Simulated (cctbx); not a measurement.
# Lattice, Laue class and space group of a new crystal

Cell: a = 9.8900 Å, b = 9.8900 Å, c = 9.8900 Å, α = 90.00°, β = 90.00°, γ = 90.00°. Expected content of the cell: Bi24 Ce8 Sc2.

Simulated single-crystal data (cctbx): Cu Kα, λ = 1.54184 Å, to d = 0.83 Å, 70 % of the full sphere, strongest reflection 40000 counts, noise from counting, a 4 % proportional error and a noise floor of 2 counts (s.d.); no absorption.

A first pass over the reflections prints:

```text
4970 reflections to d = 0.833 A
centring   violations  <I/sigma> of those
    A       1103 of  2476      8.2
    B       1109 of  2476      8.3
    C       1118 of  2480      8.4
    I          0 of  2492      0.0
    R       1518 of  3328      8.5
    F       1665 of  3716      8.3
Laue class    unique    Rint  (classes that these axes allow; Friedel mates merged)
I 1 2/m 1         918   0.028
I 1 1 2/m         917   0.029
I 2/m 1 1         915   0.028
I m m m           519   0.031
I 4/m             467   0.446
I 4/m m m         283   0.454
I m -3            177   0.033
I m -3 m          111   0.458
space group    extra absences  I>4sigma  <I/sigma>
I 2 3                   0          0         -  acentric
I 21 3                  0          0         -  acentric
I m -3                  0          0         -  centric
Wilson B = -0.01 A^2   <|E^2-1|> = 0.895 (0.968 centric, 0.736 acentric)   E^2>4: 4.0 %
shell (A)         n   <I/sigma>
 6.99 - 1.67     26     58.8
 1.67 - 1.32     24     63.7
 1.32 - 1.16     20     57.5
 1.16 - 1.05     22     60.3
 1.05 - 0.98     21     57.2
 0.98 - 0.92     20     49.3
 0.92 - 0.87     22     68.4
 0.87 - 0.84     22     63.8
```

**Question.** What are the lattice type, the Laue class and the likely space group?

The reflections that I centring forbids are absent (⟨I/σ⟩ near 0), so the lattice is I.

Rint stays low (0.028 to 0.033) up to I m -3 and is 0.446 or more in the other classes.

3 settings pass the absence test. No glide or screw absences show, which leaves I 2 3, I 21 3 and I m -3.

⟨|E²−1|⟩ = 0.895 leans to a centrosymmetric structure. The Wilson B of -0.01 Å² means U ≈ -0.0001 Å², too small to be real: the Wilson fit fails with so few reflections and atoms.

The true group is Im-3 (no. 204), Laue class m-3, centrosymmetric. The tables only narrow the choice to the tied entries; cell content, site symmetry and trial solutions must settle it.

The model is made up (kin elements in a known structure type, no relaxation), so it says nothing on whether the phase exists.

[Logs are printed without paths, hosts, clocks, repeated set-up lines and the standing remarks that a program may print on its own settings, such as how far it seeks lower states.]
